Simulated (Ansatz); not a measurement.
**Core levels in a random alloy: Mg3Mo (Mo on 25 % of the Mg sites, one arrangement)**

Aim: core-level shifts of both metals in Mg3Mo (Mo on 25 % of the Mg sites, one arrangement), site by site.

Program: Ansatz 0.2.0. Level of theory: DFT, PBE, plane-wave PAW, default files, scalar-relativistic. Results are calculated unless marked as measured.

This is a report of a sequence of runs, with most program output left out.

### 1. Set-up

Symmetry: Cm, No. 8, monoclinic system. The conventional cell has a = 10.757 Å, b = 10.105 Å, c = 8.216 Å, α = 90.00°, β = 130.89°, γ = 90.00°. Nearest to Mg lie 10 Mg at 3.10 to 3.11 Å and 2 Mo at 3.11 Å. Mg has 10 Mg at 3.10 to 3.11 Å and 2 Mo at 3.11 Å nearest. Nearest to Mg lie 3 Mo at 3.10 to 3.11 Å and 9 Mg at 3.10 to 3.11 Å. Mo has 3 Mo at 3.10 to 3.11 Å and 9 Mg at 3.10 to 3.11 Å nearest. Nearest to Mg lie 9 Mg at 3.10 to 3.11 Å and 3 Mo at 3.10 to 3.11 Å. Mo has 9 Mg at 3.10 to 3.11 Å and 3 Mo at 3.10 to 3.11 Å nearest. It derives from Mg. How the cell was made: random alloy; site: Mg; solute: Mo; fraction 0.25; sites picked by the rule 'random', which a small cell need not show; lattice typed at the start. Farther neighbours are not listed.

### 2. Relaxation

Atoms near a foreign or missing neighbour move off the ideal sites, so they are relaxed first.

The input, input.yaml:

```yaml
crystal:
  lattice:
    - [-4.6580042322, 2.6892999973, 5.0522553741]
    - [-4.6580042322, 2.6892999973, -5.0522553741]
    - [-3.1053361548, -5.3785999947, 5.0522553741]
  atoms:
    - { symbol: Mg, position: [0.875, 0.625, 0.75] }
    - { symbol: Mg, position: [0.375, 0.125, 0.75] }
    - { symbol: Mg, position: [0.25, 0.75, 0.5] }
    - { symbol: Mo, position: [0.75, 0.25, 0.5] }
    - { symbol: Mg, position: [0.625, 0.875, 0.25] }
    - { symbol: Mo, position: [0.125, 0.375, 0.25] }
    - { symbol: Mg, position: [0.5, 0.5, 0.0] }
    - { symbol: Mg, position: [0.0, 0.0, 0.0] }
    - { symbol: Mg, position: [0.3333333333, 0.3333333333, 0.5] }
    - { symbol: Mg, position: [0.8333333333, 0.8333333333, 0.5] }
    - { symbol: Mo, position: [0.7083333333, 0.4583333333, 0.25] }
    - { symbol: Mo, position: [0.2083333333, 0.9583333333, 0.25] }
    - { symbol: Mg, position: [0.0833333333, 0.5833333333, 0.0] }
    - { symbol: Mg, position: [0.5833333333, 0.0833333333, 0.0] }
    - { symbol: Mg, position: [0.9583333333, 0.2083333333, 0.75] }
    - { symbol: Mg, position: [0.4583333333, 0.7083333333, 0.75] }
kpoints:
  mp_grid: { grid: [4, 4, 4] }
scf:
  occupations: { method: fermi_dirac, width: 0.08 }
  n_extra_bands: 16
hamiltonian:
  xc: pbe
  pseudopotentials: { kind: paw }
output:
  forces: true
relax:
  f_tol: 0.04
  max_steps: 35
```

Command:

```console
$ ansatz run input.yaml --threads 4 --pin off --max-ram 14336MiB --backend cpu --events-out ev --progress --plain --runs-dir out
```

Run time: 2.6 min. Hardware: 4 threads of Arm Neoverse V1, shared host; peak memory 1.3 GiB; 10 min of CPU time.

Step by step:

```
step  energy less that of the first step (eV)  largest force component (eV/Å)
   1                                   0.0000                          2.4410
   2                                  -1.7533                          1.7134
   3                                  -2.4356                          0.8563
   4                                  -2.6027                          0.5992
   5                                  -2.6626                          0.4409
   6                                  -2.7891                          0.2247
   7                                  -2.8303                          0.1182
   8                                  -2.8295                          0.3088
   9                                  -2.8502                          0.1916
  10                                  -2.8559                          0.0710
  11                                  -2.8569                          0.0059
```

Relaxation step 8 was tried and not accepted.

The run keeps the 2 symmetry operations that it works with, so distortions that break them were not tested.

The atoms that moved most (Å):

```
atom      dx      dy      dz  length
Mo12  -0.258  -0.159  -0.556   0.633
Mo11  -0.258  -0.159   0.556   0.633
 Mg1   0.302   0.206   0.000   0.365
 Mo6   0.236   0.039   0.000   0.239
 Mo4   0.151   0.182   0.000   0.237
 Mg3   0.171   0.132   0.000   0.216
Mg14  -0.119  -0.124  -0.021   0.173
Mg13  -0.119  -0.124   0.021   0.173
```

This step gave:

- free energy: -42905.9383 eV
- energy at zero smearing: -42905.8264 eV
- smearing term TS: 0.2237 eV
- Fermi energy: 8.229 eV
- symmetry operations: 2

The relaxation ends 179 meV an atom lower, with a largest force component of 0.0059 eV/Å.

### 3. Valence states

First the ground state, then the DOS by atom and shell, which the cross sections turn into spectra.

The input, input.yaml:

```yaml
crystal:
  lattice:
    - [-4.6580042322, 2.6892999973, 5.0522553741]
    - [-4.6580042322, 2.6892999973, -5.0522553741]
    - [-3.1053361548, -5.3785999947, 5.0522553741]
  atoms:
    - { symbol: Mg, position: [0.8868502355, 0.5837853384, 0.6969351029] }
    - { symbol: Mg, position: [0.3832698477, 0.1321988948, 0.7489290471] }
    - { symbol: Mg, position: [0.258460547, 0.7262572302, 0.4677966832] }
    - { symbol: Mo, position: [0.7651302246, 0.2275477881, 0.4624175635] }
    - { symbol: Mg, position: [0.6160301673, 0.8702219373, 0.25419177] }
    - { symbol: Mo, position: [0.120084763, 0.34560457, 0.225519807] }
    - { symbol: Mg, position: [0.5046136302, 0.4933824077, -0.0112312225] }
    - { symbol: Mg, position: [-0.0014811374, -0.0092077185, -0.0077265811] }
    - { symbol: Mg, position: [0.3446140048, 0.3356038841, 0.4969124931] }
    - { symbol: Mg, position: [0.838691391, 0.8415264978, 0.4969124931] }
    - { symbol: Mo, position: [0.7552171633, 0.4382113746, 0.2929883493] }
    - { symbol: Mo, position: [0.1452230253, 1.0482055126, 0.2929883493] }
    - { symbol: Mg, position: [0.0757893807, 0.5985279003, 0.0268550478] }
    - { symbol: Mg, position: [0.5716728525, 0.1026444285, 0.0268550478] }
    - { symbol: Mg, position: [0.9507816088, 0.2165469869, 0.7648280248] }
    - { symbol: Mg, position: [0.4517189621, 0.7156096336, 0.7648280248] }
kpoints:
  mp_grid: { grid: [6, 6, 6] }
scf:
  occupations: { method: fermi_dirac, width: 0.08 }
  n_extra_bands: 18
hamiltonian:
  xc: pbe
  pseudopotentials: { kind: paw }
output:
  forces: true
  stress: true
  dos:
    projected: true
    de: 0.05
    e_range: [-30, 12]
    method: { smearing: { sigma: 0.1, scheme: gaussian } }
```

Elapsed: 80 s, on 4 threads; peak memory 2 GiB; 5.3 min of CPU time.

Numbers from this step:

```yaml
free_energy: -42905.9264 eV
energy_at_zero_smearing: -42905.8101 eV
smearing_term_ts: 0.2326 eV
pressure: -1.919 GPa
zero_of_energy: Fermi level
share_of_occupied_states_in_no_projected_shell: 0.1091 of the occupied states in the window
dos_at_the_fermi_level: 11.01 states/eV/cell
```

The DOS has structure finer than the step of the table below, so its rows give means over 0.5 eV, whole bins alone (the curve runs from -8.47 to 2.52 eV). Peaks (eV: height): total -2.17: 13.2, -0.17: 12.1, 1.82: 12.2, 2.42: 11.2; Mo 4d -1.88: 9.01, -0.17: 6.40, 1.32: 6.64; Mg 3s -4.67: 2.96, -4.28: 3.48, -3.58: 3.74, -1.07: 2.30; Mg 3p* -0.17: 2.70, 2.42: 3.48; Mo 5s -2.27: 1.47, 2.42: 0.544.

* holds the states left over by the projection beside any projected weight of its own, shared among the starred shells. DOS against E, zero at the Fermi level; means over each step; values in states/eV/cell:

```
E (eV)   total    Mo 4d   Mg 3s   Mg 3p*    Mo 5s   Mo 5p*
  -7.5       0        0       0        0        0        0
  -7.0  0.0398   4.8e-5  0.0299   2.0e-5  0.00975   3.0e-5
  -6.5    1.00  0.00229   0.761   8.1e-4    0.237  0.00197
  -6.0    1.88   0.0136    1.45  0.00317    0.406  0.00750
  -5.5    2.60   0.0490    2.04  0.00859    0.486   0.0150
  -5.0    3.15    0.130    2.42   0.0196    0.564   0.0221
  -4.5    3.86    0.293    2.85   0.0418    0.648   0.0331
  -4.0    4.75    0.746    3.17   0.0842    0.704   0.0507
  -3.5    7.73     3.18    3.47    0.182    0.811   0.0963
  -3.0    9.41     5.12    3.07    0.308    0.766    0.135
  -2.5    10.1     6.16    2.18    0.473     1.14    0.190
  -2.0    12.6     8.59    1.97    0.726     1.07    0.283
  -1.5    11.8     7.35    2.15     1.11    0.782    0.408
  -1.0    11.2     6.21    2.02     1.61    0.825    0.565
  -0.5    10.0     5.10    1.55     2.01    0.667    0.689
   0.0    11.1     5.91    1.32     2.51    0.521    0.856
   0.5    8.38     4.08    1.03     2.20    0.334    0.745
   1.0    8.29     4.36    1.02     1.96    0.283    0.664
   1.5    11.2     6.10    1.61     2.27    0.399    0.770
   2.0    10.8     4.94    1.80     2.70    0.440    0.907
```

Sums over each group's atoms; a table of it gives point samples, which can step over narrow peaks. The DOS of the group by E, zero at the Fermi level; values in states/eV:

```
E (eV)  Mo: Mo 4d  Mg: Mg 3s  Mo: Mo 5s
 -8.43          0          0          0
 -8.22          0          0          0
 -7.83          0          0          0
 -7.62          0          0          0
 -7.22          0          0          0
 -7.03          0     3.0e-4     9.8e-5
 -6.62     9.4e-4      0.511      0.165
 -6.42    0.00313       1.02      0.315
 -6.03     0.0141       1.72      0.488
 -5.83     0.0189       1.46      0.391
 -5.42     0.0598       2.26      0.551
 -5.22     0.0786       2.05      0.441
 -4.83      0.178       2.65      0.630
 -4.62      0.225       2.61      0.599
 -4.42      0.306       2.86      0.664
 -4.03      0.650       3.03      0.671
 -3.83       1.02       3.29      0.715
 -3.42       3.82       3.28      0.811
 -3.23       5.21       3.45      0.781
 -2.83       5.10       2.78      0.805
 -2.62       5.57       2.53       1.05
 -2.23       8.42       1.95       1.44
 -2.02       8.60       1.90       1.02
 -1.62       7.77       2.11      0.752
 -1.43       6.96       2.16      0.771
 -1.23       6.98       2.26      0.884
 -0.82       5.44       1.72      0.747
 -0.62       5.10       1.66      0.722
 -0.23       6.03       1.49      0.617
 -0.03       6.02       1.31      0.515
  0.38       4.03       1.02      0.347
  0.57       4.04       1.07      0.332
  0.97       3.78      0.917      0.251
  1.18       5.57       1.26      0.341
  1.57       5.79       1.62      0.387
  1.77       5.88       2.00      0.487
  2.17       4.04       1.63      0.423
  2.38       4.00       2.00      0.544
```

This run's widths, added to any smearing of the DOS itself: Gaussian 0.35 eV, Lorentzian 0.2 eV plus 0.05 an eV of depth. The intensity by binding energy, zero at the Fermi level; values in % of the maximum within 13 eV:

```
binding energy (eV)  21.2 eV  60 eV  1253.6 eV  1486.7 eV  5950 eV
               -1.0     2.61   2.72       2.69       2.70     2.86
               -0.5     6.03   6.23       6.12       6.13     6.26
                0.0     40.3   41.4       40.3       40.3     39.2
                0.5     66.4   68.7       67.3       67.4     69.1
                1.0     79.6   81.8       80.8       81.0     83.3
                1.5     92.6   93.6       93.1       93.1     92.2
                2.0     99.4   99.4       99.5       99.6     99.7
                2.5     78.4   80.3       80.9       81.3     89.4
                3.0     62.7   66.9       67.2       67.8     79.0
                3.5     41.1   47.4       47.9       48.8     67.1
                4.0     17.5   24.9       25.6       26.7     49.7
                4.5     9.02   16.0       16.7       17.8     40.3
                5.0     5.48   11.7       12.3       13.3     33.4
                5.5     3.56   8.70       9.26       10.1     27.1
                6.0     2.35   6.16       6.64       7.27     20.5
                6.5     1.48   3.66       3.96       4.33     12.1
                7.0    0.887   1.67       1.78       1.91     4.67
                7.5    0.630  0.970       1.01       1.07     2.22
                8.0    0.496  0.700      0.723      0.755     1.44
```

Maxima picked by a test of local sharpness, so broad peaks and shoulders can be missing; peaks within 0.45 eV of a curve's cut are left out. Valence peaks, by row:

```
photon energy (eV)  binding energy (eV)  height (% of the maximum within 13 eV)  main shell  its share (%)
              21.2                  1.9                                     100       Mo 4d          98.27
                60                  1.9                                     100       Mo 4d          90.91
              1254                 1.95                                     100       Mo 4d          90.12
              1487                 1.95                                     100       Mo 4d          88.84
              5950                 2.05                                     100       Mo 4d          58.27
```

Shapes are the site's partial DOS without matrix elements, which overweights lines from ligand s bands. The intensity by emission energy less the core level's binding energy, zero at the Fermi level; read off at these points; values in % of the unpolarised maximum:

```
emission energy less the core level's binding energy (eV)  Mg L2,3  Mo L-beta2
                                                    -8.00     1.46        4.27
                                                    -7.50     2.83        5.15
                                                    -7.00     8.55        6.34
                                                    -6.50     23.5        8.02
                                                    -6.00     42.2        10.5
                                                    -5.50     58.4        14.1
                                                    -5.00     71.9        19.7
                                                    -4.50     84.3        28.5
                                                    -4.00     95.2        41.3
                                                    -3.58     99.9        55.2
                                                    -3.50     99.8        58.0
                                                    -3.00     90.7        75.5
                                                    -2.50     72.7        90.3
                                                    -2.00     64.4        98.9
                                                    -1.78     64.8       100.0
                                                    -1.50     66.0        98.7
                                                    -1.00     61.6        90.1
                                                    -0.50     48.1        75.1
                                                     0.00     24.2        56.1
                                                     0.50     4.32        37.7
                                                     1.00    0.784        24.5
```

Sums over each group's atoms; left-over states aren't shared out by site. Site centres, by row:

```
group  element  shell  occupied states  centre of occupied part (eV)  centre up to the window's top (eV)
   Mg       Mg     3s            14.91                        -3.336                              -2.392
   Mo       Mo     5s            4.699                        -2.952                              -2.188
   Mo       Mo     4d            23.01                        -1.833                              -0.748
```

Window up to 2.5 eV. Shell moments, by row:

```
element  shell  occupied states an atom  centre of occupied part (eV)  rms width of occupied part (eV)  centre up to the window's top (eV)  rms width up to the window's top (eV)
     Mg     3s                    1.243                        -3.336                            1.667                              -2.392                                  2.443
     Mg    3p*                   0.3277                        -1.172                           0.9815                              0.3847                                  1.508
     Mo     5s                    1.175                        -2.952                              1.7                              -2.188                                   2.28
     Mo    5p*                   0.3671                        -1.337                            1.152                               0.254                                  1.634
     Mo     4d                    5.752                        -1.833                            1.037                              -0.748                                  1.753
```

The spectra weight each projected shell by its atomic cross section (Dirac–Hartree–Slater) and angular factor, for linear light with the analyser at 10° from the polarisation. Broadening, on top of any smearing of the DOS itself: a Gaussian of 0.35 eV and a Lorentzian of 0.2 eV plus 0.05 times the binding energy (full widths), Fermi edge at 300 K. Curves are cut 10 eV under the photon energy, above any shell that the free atom's threshold puts out of reach, or at the lower edge of the window: 8.5 eV at 21.2 eV, 8.5 eV at 60 eV, 8.5 eV at 1253.6 eV, 8.5 eV at 1486.7 eV and 8.5 eV at 5950 eV. A star in tables and legends marks shells that hold the states left over by the projection (10.9 % of the filled ones), a stand-in for orbitals that the files don't project on. Dipole terms alone, which is rough above 3 keV; no background, satellites or final-state effects.

Share of each shell in the spectrum's area (%), by photon energy:

```
 shell  21.2 eV  60 eV  1253.6 eV  1486.7 eV  5950 eV
 Mg 3s      3.4   14.4       13.6       14.7     28.6
Mg 3p*      0.1    1.9        0.2        0.2      0.1
 Mo 5s      0.2    1.8        4.7        5.6     27.2
 Mo 4d     96.1   81.8       81.0       79.0     42.9
```

Cross sections used, in Mb an electron:

```
 shell  21.2 eV  60 eV  1253.6 eV  1486.7 eV  5950 eV
 Mg 3s     0.12  0.058     2.7e-4     1.8e-4   4.8e-6
Mg 3p*    0.039  0.035     2.2e-5     1.3e-5   9.1e-8
 Mo 5s    0.022  0.023     2.9e-4     2.2e-4   1.5e-5
 Mo 4d      5.0   0.24     0.0014     8.4e-4   8.0e-6
```

The largest force component on a free atom is 0.016 eV/Å, so the atoms are at rest for these settings too. At the Fermi level the DOS is 11.01 states/eV a cell.

[end of part 1 of 2]

[Logs are printed without paths, hosts, clocks, repeated set-up lines and the standing remarks that a program may print on its own settings, such as how far it seeks lower states.]

[Hosts, paths, dates, database ids (printed as entryN), source tags and the programs' standing remarks are cut or masked in the printed files.]

[Maps of the electrostatic potential energy from Ansatz leave out the sawtooth potential of an applied field or a dipole correction, so their vacuum need not be flat; work functions include it.]
